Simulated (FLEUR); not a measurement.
# Collinear magnetic orders of MnS with FLEUR, part 2 of 3

Wanted: the moments of MnS and the energy of each order that was tried.

FLEUR MaX-R8.1; PBEsol with U = 4 eV on Mn d; all-electron FLAPW, Dirac cores, scalar-relativistic bands.

So far, largest spin moment in the muffin-tin sphere (μB): step 2 (run 1 (ferro ++)) 4.70.

## Step 3: Run 2 (antiferro +-)

Another pattern of signs weighs the neighbour shells otherwise.

Input file inp.xml:

```
<?xml version="1.0" encoding="UTF-8" standalone="no"?>
<fleurInput fleurInputVersion="0.39">
   <comment>
      MnS
   </comment>
   <calculationSetup>
      <cutoffs Kmax="4.36" Gmax="13.1" GmaxXC="13.1" numbands="0"/>
      <scfLoop itmax="130" minDistance="0.0001" maxIterBroyd="15" imix="Anderson" alpha="0.05" precondParam="0.0" spinf="2.0" sdNocoIR="T"/>
      <coreElectrons ctail="T" frcor="F" kcrel="1" coretail_lmax="0"/>
      <xcFunctional name="PBEs" relativisticCorrections="F"/>
      <magnetism jspins="2"/>
      <soc l_soc="F" theta="0.0" phi="0.0" spav="F"/>
      <expertModes spex="0" secvar="F"/>
      <geometryOptimization l_f="F" forcealpha="1.0" forcemix="BFGS" epsdisp="0.00001" epsforce="0.00001"/>
      <ldaU l_linMix="F" mixParam="0.05" spinf="1.0"/>
   </calculationSetup>
   <cell>
      <bzIntegration valenceElectrons="42.0" mode="hist" fermiSmearingEnergy="0.00183747">
         <kPointListSelection listName="default-1"/>
         <xi:include xmlns:xi="http://www.w3.org/2001/XInclude" href="kpts.xml"> </xi:include>
      </bzIntegration>
      <xi:include xmlns:xi="http://www.w3.org/2001/XInclude" href="sym.xml"> </xi:include>
      <bulkLattice scale="1.0">
         <bravaisMatrix>
            <row-1>    7.4711775975757000     0.0000000000377945     0.0000000000000000</row-1>
            <row-2>   -3.7355887988256447     6.4702295956598190     0.0000000000000000</row-2>
            <row-3>    0.0000000000000000     0.0000000000000000    11.9856424827714552</row-3>
         </bravaisMatrix>
      </bulkLattice>
   </cell>
   <atomSpecies>
      <species name="Manganese 4.500" element="Mn" atomicNumber="25">
         <mtSphere radius="2.64" gridPoints="873" logIncrement="0.014"/>
         <atomicCutoffs lmax="10" lnonsphr="8"/>
         <electronConfig flipSpins="F">
            <coreConfig>(1s1/2) (2s1/2) (2p1/2) (2p3/2)</coreConfig>
            <valenceConfig>(3s1/2) (3p1/2) (3p3/2) (4s1/2) (3d3/2) (3d5/2)</valenceConfig>
            <stateOccupation state="(3d3/2)" spinUp="1.75" spinDown="0.25"/>
            <stateOccupation state="(3d5/2)" spinUp="3.0" spinDown="0.0"/>
         </electronConfig>
         <energyParameters s="4" p="4" d="3" f="4"/>
         <ldaU l="2" U="4.0" J="0.0" l_amf="F"/>
         <lo type="SCLO" l="0" n="3" eDeriv="0"/>
         <lo type="SCLO" l="1" n="3" eDeriv="0"/>
      </species>
      <species name="Manganese -4.500" element="Mn" atomicNumber="25">
         <mtSphere radius="2.64" gridPoints="873" logIncrement="0.014"/>
         <atomicCutoffs lmax="10" lnonsphr="8"/>
         <electronConfig flipSpins="F">
            <coreConfig>(1s1/2) (2s1/2) (2p1/2) (2p3/2)</coreConfig>
            <valenceConfig>(3s1/2) (3p1/2) (3p3/2) (4s1/2) (3d3/2) (3d5/2)</valenceConfig>
            <stateOccupation state="(3d3/2)" spinUp="0.25" spinDown="1.75"/>
            <stateOccupation state="(3d5/2)" spinUp="0.0" spinDown="3.0"/>
         </electronConfig>
         <energyParameters s="4" p="4" d="3" f="4"/>
         <ldaU l="2" U="4.0" J="0.0" l_amf="F"/>
         <lo type="SCLO" l="0" n="3" eDeriv="0"/>
         <lo type="SCLO" l="1" n="3" eDeriv="0"/>
      </species>
      <species name="Sulfur (S)" element="S" atomicNumber="16">
         <mtSphere radius="1.72" gridPoints="569" logIncrement="0.02"/>
         <atomicCutoffs lmax="6" lnonsphr="4"/>
         <electronConfig flipSpins="F">
            <coreConfig>(1s1/2) (2s1/2) (2p1/2) (2p3/2)</coreConfig>
            <valenceConfig>(3s1/2) (3p1/2) (3p3/2)</valenceConfig>
            <stateOccupation state="(3p1/2)" spinUp="0.666667" spinDown="0.666667"/>
            <stateOccupation state="(3p3/2)" spinUp="1.333333" spinDown="1.333333"/>
         </electronConfig>
         <energyParameters s="3" p="3" d="3" f="4"/>
      </species>
   </atomSpecies>
   <atomGroups>
      <atomGroup species="Manganese 4.500">
         <relPos label="                   1">1.000/3.000 -1.000/3.000 -.0011553300</relPos>
         <force calculate="T" relaxXYZ="TTT"/>
      </atomGroup>
      <atomGroup species="Manganese -4.500">
         <relPos label="                   2">-1.000/3.000 1.000/3.000 .4988614400</relPos>
         <force calculate="T" relaxXYZ="TTT"/>
      </atomGroup>
      <atomGroup species="Sulfur (S)">
         <relPos label="                   3">-1.000/3.000 1.000/3.000 .1261543000</relPos>
         <force calculate="T" relaxXYZ="TTT"/>
      </atomGroup>
      <atomGroup species="Sulfur (S)">
         <relPos label="                   4">1.000/3.000 -1.000/3.000 -.3738594000</relPos>
         <force calculate="T" relaxXYZ="TTT"/>
      </atomGroup>
   </atomGroups>
   <output dos="F" band="F" slice="F">
      <bandDOS minEnergy="-.5*Htr" maxEnergy="0.5*Htr" sigma="0.015" storeEVData="T"/>
      <plotting iplot="0" polar="F">
         <plot TwoD="T" vec1="  1.0  0.0  0.0" vec2="  0.0  1.0  0.0" vec3="  0.0  0.0  1.0" zero="  0.0  0.0  0.0" file="plot"/>
      </plotting>
      <moessbauerParams electricFieldGradient="F" isomerShift="T" coreHyperfine="T" valenceHyperfine="T"/>
   </output>
</fleurInput>
```

Input file crystal.txt:

```
MnS
&input film=F cartesian=F /
3.95357692330  0.00000000002  0.00000000000
-1.97678846167  3.42389805138  0.00000000000
0.00000000000  0.00000000000  6.34252886000
1.8897261246
1.0 1.0 1.0

4
25 0.33333333333  0.66666666667  0.99884467000 : 4.500
25 0.66666666667  0.33333333333  0.49886144000 : -4.500
16 0.66666666667  0.33333333333  0.12615430000
16 0.33333333333  0.66666666667  0.62614060000

&kpt div1=6 div2=6 div3=6 gamma=T /
```

The run is started by

```bash
$ OMP_NUM_THREADS=1 inpgen -f crystal.txt > inpgen.log  # inp.xml is then edited as shown
$ OMP_NUM_THREADS=1 mpirun -n 4 fleur_MPI > fleur.log
```

Log:

```text
[banner, memory and clock lines left out]
Welcome to FLEUR        (www.flapw.de)
      MaX-Release 8.1          (www.max-centre.eu)

 ========== k-point set info ==========
 Selected k-point list: default-1
 k-point list type: mesh
 0 x 0 x 0
 Number of k points: 36

 ------------Calculation Setup---------------------------
 Number of PE/node        :            4
 Number of OMP-threads    :            1
 k-points in parallel     :            4
 pe's per k-point         :            1
 No of k-point loops      :            9
 Eigenvalue solver        :       lapack
 Number of basis functions:          847
 Approximate size of matrices (H+S) per k-point:         0.021 GB
 no density matrix found ... skipping LDA+U
 [... lines of the core solver left out ...]
 Reset of history
 Iteration:     1   Distance:       8.55547816 me/bohr^3
 [... lines of the core solver left out ...]
 Iteration:     2   Distance:       8.27957882 me/bohr^3
 [... lines of the core solver left out ...]
 Iteration:     3   Distance:       7.63724479 me/bohr^3
 [... lines of the core solver left out ...]
[... rest left out ...]

--- out.xml (last complete iteration) ---
<iteration numberForCurrentRun="   19" overallNumber="   19">
         [... left out ...]
         <bandgap value="2.3366894844" units="eV"/>
         <sumValenceSingleParticleEnergies value="-30.0895643826" units="Htr"/>
         <FermiEnergy value="0.1613236178" units="Htr"/>
         <valenceDensity>
            <mtCharges spin="1">
               <mtCharge atomType="1" total="9.3750693" s="1.2379262" p="3.2790855" d="4.8208191" f="0.0268657"/>
               <mtCharge atomType="2" total="4.7723428" s="1.1885651" p="3.2113363" d="0.3319745" f="0.0289532"/>
               <mtCharge atomType="3" total="1.4774136" s="0.5279237" p="0.9373758" d="0.0112224" f="0.0007494"/>
               <mtCharge atomType="4" total="1.4630859" s="0.5255741" p="0.9308809" d="0.0061719" f="0.0003725"/>
            </mtCharges>
            <mtCharges spin="2">
               <mtCharge atomType="1" total="4.7722893" s="1.1885583" p="3.2113212" d="0.3319483" f="0.0289495"/>
               <mtCharge atomType="2" total="9.3751073" s="1.2379327" p="3.2791099" d="4.8208206" f="0.0268695"/>
               <mtCharge atomType="3" total="1.4630787" s="0.5255754" p="0.9308730" d="0.0061714" f="0.0003724"/>
               <mtCharge atomType="4" total="1.4774268" s="0.5279227" p="0.9373868" d="0.0112253" f="0.0007496"/>
            </mtCharges>
            <spinDependentCharge spin="1" total="21.0000000" interstitial="3.9120885" mtSpheres="17.0879115"/>
            <spinDependentCharge spin="2" total="21.0000000" interstitial="3.9120978" mtSpheres="17.0879022"/>
            <totalCharge value="42.0000000000"/>
         </valenceDensity>
         [... left out ...]
         <magneticMomentsInMTSpheres units="muBohr">
            <globalMagMoment atomType="1" vec="0.00000   0.00000   4.60280"/>
            <localMagMoment atomType="1" vec="0.00000   0.00000   4.60280"/>
            <globalMagMoment atomType="2" vec="0.00000   0.00000  -4.60278"/>
            <localMagMoment atomType="2" vec="0.00000   0.00000  -4.60278"/>
            <globalMagMoment atomType="3" vec="0.00000   0.00000   0.01433"/>
            <localMagMoment atomType="3" vec="0.00000   0.00000   0.01433"/>
            <globalMagMoment atomType="4" vec="0.00000   0.00000  -0.01434"/>
            <localMagMoment atomType="4" vec="0.00000   0.00000  -0.01434"/>
         </magneticMomentsInMTSpheres>
         [... left out ...]
         <totalEnergy value="    -3112.2169093035" units="Htr">
            <sumOfEigenvalues value="    -1796.7421160569">
               <coreElectrons value="-1766.6525516743"/>
               <valenceElectrons value="-30.0895643826"/>
            </sumOfEigenvalues>
            <densityCoulombPotentialIntegral value="-4741.3505250357"/>
            <densityEffectivePotentialIntegral value="-4940.8998006007"/>
            <chargeDenXCDenIntegral value="-152.5419472959"/>
            <FockExchangeEnergyValence value="0.0000000000"/>
            <FockExchangeEnergyCore value="0.0000000000"/>
         [... left out ...]
            <dftUCorrection value="-0.6872359805"/>
            <tkbTimesEntropy value="0.0000000000"/>
            <freeEnergy value="-3112.2169093035"/>
            <extrapolationTo0K value="-3112.2169093035"/>
         </totalEnergy>
         [... left out ...]
         <ldaUDensityMatrixConvergence>
            <distance spin="1" distance="0.000002"/>
            <distance spin="2" distance="0.000002"/>
         </ldaUDensityMatrixConvergence>
         <densityConvergence units="me/bohr^3">
            <chargeDensity spin="1" distance="0.0000503056"/>
            <chargeDensity spin="2" distance="0.0000460600"/>
            <overallChargeDensity distance="0.0000553140"/>
            <spinDensity distance="0.0000790235"/>
         </densityConvergence>
      </iteration>
```

The job ended after 2 min (4 MPI ranks of Intel Xeon 6975P-C (Granite Rapids), shared host; peak memory 0.52 GiB; 8 min of CPU time).

Spin moment in the muffin-tin sphere by atom:

| atom | spin moment in the muffin-tin sphere (μB) |
| --- | --- |
| Mn1 | 4.60 |
| Mn2 | -4.60 |
| S3 | 0.01 |
| S4 | -0.01 |

Numbers from this step:

```yaml
free_energy: -84687.7364 eV
program_s_band_gap_on_this_mesh_in_a_metal_only_a_level_spacing: 2.337 eV
magnetization: 0 μB
final_state: antiferromagnetic
```

It lies 71.7 meV a seeded atom under the first start, and its largest moment is 4.60 μB against 4.70 μB.

## Step 4: The states side by side

Free energies are divided by the number of seeded atoms.

Orders:

| start | final state | typed order kept | energy over the lowest (meV a seeded atom) | largest sphere moment (μB) | net moment (μB a primitive cell) | mesh matched | CPU time (s) |
| --- | --- | --- | --- | --- | --- | --- | --- |
| ferro ++ | ferromagnetic | yes | 71.71 | 4.696 | 10 | yes | 350.1 |
| antiferro +- | antiferromagnetic | yes | 0 | 4.603 | 0 | yes | 481.9 |

[end of part 2 of 3]

[Logs and program files are shortened in this print: banners, set-up blocks, solver, clock and traceback lines can be left out without a mark of their own.]

[Logs are printed without paths, hosts, clocks, repeated set-up lines and the standing remarks that a program may print on its own settings, such as how far it seeks lower states.]

[Hosts, paths, dates, database ids (printed as entryN), source tags and the programs' standing remarks are cut or masked in the printed files.]

[Where a cell is said to come from a database of computed structures, the database is the Materials Project.]
